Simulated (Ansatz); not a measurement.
# Relaxing a frame of liquid hydrogen fluoride from 273 K (184 atoms)

Wanted: the relaxed structure of a frame of liquid hydrogen fluoride from 273 K (184 atoms) and its electronic structure.

Program: Ansatz 0.2.0. Level of theory: Kohn-Sham DFT, revPBE, PAW (set soft_2), plane waves. Results are calculated unless marked as measured.

## (1) The structure

The cell holds 184 atoms: 92 F and 92 H. Its edges and angles: a = 14.503 Å, b = 14.503 Å, c = 14.503 Å, α = 90.0°, β = 90.0°, γ = 90.0°. 92 hydrogen fluoride placed at random, at 1 g/cm³; overlaps pushed apart, then 10 ps at 373 K with a harmonic two-site HF with charges of 0.5 e and a 12-6 site on F. Snapshot after 20 ps at 273 K and fixed volume. The density is a measured one.

Before any run, some limits are plain. The starting topology of bonds comes from the classical model. Sampling is at Γ alone, for a cell whose shortest periodic width is 15 Å.

## (2) Single point at the start

The forces at the start show how far the geometry lies from a minimum of this functional.

Contents of input.yaml:

```yaml
crystal:
  lattice:
    - [14.50261, 0.0, 0.0]
    - [0.0, 14.50261, 0.0]
    - [0.0, 0.0, 14.50261]
  atoms:
    - { symbol: F, position: [0.80127, 0.00017, 0.12631] }
    - { symbol: H, position: [0.8459, 0.96103, 0.15665] }
    - { symbol: F, position: [0.84768, 0.3987, 0.84057] }
    - { symbol: H, position: [0.79385, 0.38779, 0.80546] }
    - { symbol: F, position: [0.87646, 0.2871, 0.11894] }
    - { symbol: H, position: [0.85006, 0.26457, 0.06308] }
    - { symbol: F, position: [0.20951, 0.37896, 0.46979] }
    - { symbol: H, position: [0.17396, 0.40965, 0.51912] }
    - { symbol: F, position: [0.8346, 0.53189, 0.61363] }
    - { symbol: H, position: [0.77714, 0.5389, 0.64652] }
    - { symbol: F, position: [0.14712, 0.77547, 0.37517] }
    - { symbol: H, position: [0.11824, 0.7789, 0.31734] }
    - { symbol: F, position: [0.17801, 0.40374, 0.21374] }
    - { symbol: H, position: [0.20585, 0.4539, 0.17805] }
    - { symbol: F, position: [0.41687, 0.98626, 0.12708] }
    - { symbol: H, position: [0.3982, 0.92723, 0.14531] }
    - { symbol: F, position: [0.71026, 0.56919, 0.69546] }
    - { symbol: H, position: [0.65099, 0.56653, 0.72527] }
    - { symbol: F, position: [0.55135, 0.37363, 0.74601] }
    - { symbol: H, position: [0.49713, 0.34324, 0.77282] }
    - { symbol: F, position: [0.28552, 0.19188, 0.09561] }
    - { symbol: H, position: [0.28339, 0.16601, 0.15643] }
    - { symbol: F, position: [0.31504, 0.85102, 0.60784] }
    - { symbol: H, position: [0.36042, 0.84609, 0.65254] }
    - { symbol: F, position: [0.53324, 0.76089, 0.09123] }
    - { symbol: H, position: [0.52491, 0.7157, 0.13837] }
    - { symbol: F, position: [0.03166, 0.96703, 0.29759] }
    - { symbol: H, position: [0.04727, 0.03085, 0.30193] }
    - { symbol: F, position: [0.99573, 0.4923, 0.65101] }
    - { symbol: H, position: [0.931, 0.51438, 0.64153] }
    - { symbol: F, position: [0.60373, 0.14511, 0.74122] }
    - { symbol: H, position: [0.60271, 0.09687, 0.78965] }
    [... 146 atom lines left out ...]
    - { symbol: F, position: [0.85386, 0.16207, 0.83011] }
    - { symbol: H, position: [0.86922, 0.11324, 0.786] }
    - { symbol: F, position: [0.19785, 0.49793, 0.80846] }
    - { symbol: H, position: [0.2126, 0.43627, 0.78434] }
    - { symbol: F, position: [0.09647, 0.56555, 0.3513] }
    - { symbol: H, position: [0.04284, 0.55153, 0.31666] }
kpoints:
  mp_grid: { grid: [1, 1, 1] }
hamiltonian:
  xc: revpbe
scf:
  occupations: { method: fixed }
output:
  forces: true
  stress: true
  populations: true
  dos:
    method: { smearing: { sigma: 0.1 } }
    de: 0.1
    projected: { site_lists: { F: [F], H: [H] } }
  eigenvalues: true
```

Launch:

```sh
> ansatz run input.yaml --threads 4 --pin off --max-ram 8192MiB --backend cpu --events-out ev --progress --plain --runs-dir out
```

Numbers of over 12 decimals in the logs are rounded to 6 here.

The log of the run:

```text
Engine: ansatz 0.2.0, x86_64-unknown-linux-gnu
Pseudopotentials: kind: paw
Pseudopotential: F, paw, valence charge 7, recommended cutoff 420 eV (normal), F.paw.azcp
Pseudopotential: H, paw, valence charge 1, recommended cutoff 420 eV (normal), H.paw.azcp
[... 5 lines on functional and potentials left out ...]
Crystal: 184 atoms, lattice volume = 3050.272 Å³
Basis set: ecut = 420 eV, 59757 PW (Γ), exchange–correlation on 200×200×200 points (8 copies of the dense FFT grid, shifted against one another)
Bands: 552, of which v1, the nominal top of the filled ones, is band 368 counted from 1 (367 counted from 0)
Symmetry: 1 space group operations
Space group: P1 (ITA 1), of the structure as read, at distance tolerance 1.5e-4 Å
k-points: 1
[... 6 lines on functional and potentials left out ...]
Initial density: superposition of atomic densities (neutral atoms: chi_scale 0, normalization atom), corrected by the library's trained network
Initial wavefunctions: pseudopotential atomic-orbital guess
Functional: x = revpbe(κ = 1.245, μ = 0.219515), c = pbe(β = 0.066725)
SCF iter   1: F=—  HF=-75995.441028 eV  |F-HF|=—  |Δ(HF+E_count)|=         —  Δρ=5.11e-3  dr2=6.98e-1  ethr=1.77e-3  ⟨swp⟩=5.0  Hψ=1761  notcnv=0  defer=178
preconditioner: auto → Resta (q_TF=auto, 2.153 Å⁻¹)  ε∞=1.8  [insulator: Δε(μ)=7.504 eV  Ē_g=19.951 eV  n_scr=484 (ndim 8)  ℏωp=18.2 eV  f_vac=0.504  ε∞_Penn≈1.8]
SCF iter   2: F=—  HF=-75995.238369 eV  |F-HF|=—  |Δ(HF+E_count)|=   2.03e-1  Δρ=2.40e-3  dr2=1.29e-1  ethr=9.48e-5  ⟨swp⟩=2.0  Hψ=868  notcnv=0  defer=179
SCF iter   3: F=—  HF=-75995.218124 eV  |F-HF|=—  |Δ(HF+E_count)|=   2.02e-2  Δρ=7.01e-4  dr2=2.66e-2  ethr=1.76e-5  ⟨swp⟩=3.0  Hψ=660  notcnv=0  defer=182
SCF iter   4: F=—  HF=-75995.198677 eV  |F-HF|=—  |Δ(HF+E_count)|=   1.94e-2  Δρ=2.39e-4  dr2=1.60e-3  ethr=3.62e-6  ⟨swp⟩=3.0  Hψ=657  notcnv=0  defer=182
SCF iter   5: F=—  HF=-75995.195106 eV  |F-HF|=—  |Δ(HF+E_count)|=   3.57e-3  Δρ=1.25e-4  dr2=3.08e-4  ethr=2.17e-7  ⟨swp⟩=3.0  Hψ=730  notcnv=0  defer=182
SCF iter   6: F=—  HF=-75995.194758 eV  |F-HF|=—  |Δ(HF+E_count)|=   3.48e-4  Δρ=3.82e-5  dr2=3.19e-5  ethr=4.18e-8  ⟨swp⟩=3.0  Hψ=750  notcnv=0  defer=182
SCF iter   7: F=—  HF=-75995.189925 eV  |F-HF|=—  |Δ(HF+E_count)|=   4.83e-3  Δρ=9.06e-6  dr2=2.34e-6  ethr=4.33e-9  ⟨swp⟩=2.0  Hψ=919  notcnv=0  defer=182
SCF iter   8: F=—  HF=-75995.189922 eV  |F-HF|=—  |Δ(HF+E_count)|=   3.06e-6  Δρ=4.90e-6  dr2=4.76e-7  ethr=3.18e-10  ⟨swp⟩=3.0  Hψ=765  notcnv=0  defer=182
SCF iter   9: F=-75995.189922 eV  HF=-75995.189922 eV  |F-HF|=8.45e-8  |Δ(HF+E_count)|=   1.63e-7  Δρ=1.72e-6  dr2=6.80e-8  ethr=1.36e-11  ⟨swp⟩=19.0  Hψ=4333  notcnv=0
SCF 1 converged in 9 iterations: F = -75995.189922 eV  dr2 = 6.80e-8
  greatest PAW one-centre occupation: 0.932 electrons in one spin orbital (limit 2), on the F atom at site 26 (counted from 0), in its partial waves of l = 0
SCF converged after 9 iterations
Free energy (F): -75995.189922 eV
Harris-Foulkes:  -75995.189922 eV  (|F-HF|=8.45e-8)
Internal energy: -75995.189922 eV  (E = F + TS)
E sigma→0 (E₀):  -75995.189922 eV
Fermi energy:    -5.783139 eV
--- Per-component energies (eV) ---
  E_band       = -9635.100548
  E_kinetic    = 20269.234986
  E_local      = -101898.418187  (includes V_loc(G=0)·N_el)
  E_nonlocal   = 6865.886373
  E_hartree    = 40846.084930
  E_xc         = -8153.162033
  E_vxc        = -10417.743621  (∫ρ·V_xc dr)
  E_paw        = -18639.572405  (= ΣΔE_a)
  E_vpaw       = -6146.298216  (= ΣTr[D̂ρ^β])
  E_aug_tail   = 0.096642  (compensation charges beyond the density's cutoff)
  E_ewald      = -15283.807522
  E_core_change = -1.532706  (= ΣΔE_core)
  E_smearing   = -0.000000  (= −TS)
  E_closure    = 0.000000  (closes the sum)
  Σ components = -75995.189922   (vs F -75995.189922, Δ=0.00e0)
--- Forces (eV/Å), atoms counted from 1 ---
  atom   1  F     -1.34110528     1.13588505    -0.92650530
  atom   2  H      0.57708496    -0.09014974     0.34073418
  atom   3  F      1.32587467    -0.23264842    -0.18383842
  atom   4  H     -0.92672992     0.04300476    -0.13747617
  atom   5  F      0.15999177     1.19704119    -0.92343280
  atom   6  H     -0.19855752    -0.48037377    -0.52944814
  atom   7  F     -0.43788983    -0.10279334    -0.47784483
  atom   8  H      0.20403359    -0.18121712    -0.15112797
  atom   9  F      1.65961837    -0.43373060    -1.17410105
  atom  10  H     -0.07695571    -0.02413700     0.27678290
  atom  11  F     -0.17635211     0.49131020     1.41196181
  atom  12  H     -0.59750182    -0.30612858    -1.79806589
  atom  13  F     -0.25047237    -0.09603061     0.54560433
  atom  14  H      0.15441989    -0.04422825    -0.63741424
[...]
atom 183  F      1.48375871     0.61655159     1.38693373
  atom 184  H     -0.49308575    -0.39120993    -0.46580365
  max |Σ_I F_I| component: 5.33e-5 eV/Å
--- Stress (GPa, compression-positive) ---
        3.919376      -0.221600       0.267785
       -0.221600       3.237446      -0.353371
        0.267785      -0.353371       4.147921
  P = ⅓ Tr σ = 3.7682 GPa (37.682 kbar)
--- Band table (eV) ---
  k-point 0: bands = ["-28.5073", "-28.4634", "-28.4330", "-28.3954", [... 536 levels ...], "9.1900", "9.2263", "9.2603", "9.2985", "9.3078", "9.3417", "9.3739", "9.3888", "9.4151", "9.4268", "9.4675", "9.4845"]
--- Löwdin populations: 184 sites ---
  site symbol       q [e]
     0      F      7.4498
     1      H      0.5097
     2      F      7.4223
[...]
183      H      0.5036
  spilling = 0.006790 (of n_electrons = 736.000000)
```

The job ended after 22 s (4 threads of AMD EPYC 9R45, shared host; peak memory 4.2 GiB; 82 s of CPU time).

The run gave:

```yaml
free_energy: -75995.1899 eV
free_energy_per_atom: -413.0173 eV/atom
scf_cycles: 9
pressure: 3.768 GPa
r_m_s_force_component: 0.6756 eV/Å
longest_force: 2.942 eV/Å
fermi_energy: -5.783 eV
spacing_of_highest_filled_and_lowest_empty_level: 7.244 eV
spilling_of_the_projection: 0.00679
```

The r.m.s. force component of 0.68 eV/Å and the pressure of 3.8 GPa set the starting point.

Length of the force by element:

| element | coordination | atoms | mean length of the force (eV/Å) | spread | least | most |
| --- | --- | --- | --- | --- | --- | --- |
| F | all | 92 | 1.29 | 0.566 | 0.253 | 2.94 |
| H | all | 92 | 0.750 | 0.429 | 0.167 | 1.98 |

(Part 1 of 3 ends here.)

[Logs are printed without paths, hosts, clocks, repeated set-up lines and the standing remarks that a program may print on its own settings, such as how far it seeks lower states.]

[Hosts, paths, dates, database ids (printed as entryN), source tags and the programs' standing remarks are cut or masked in the printed files.]
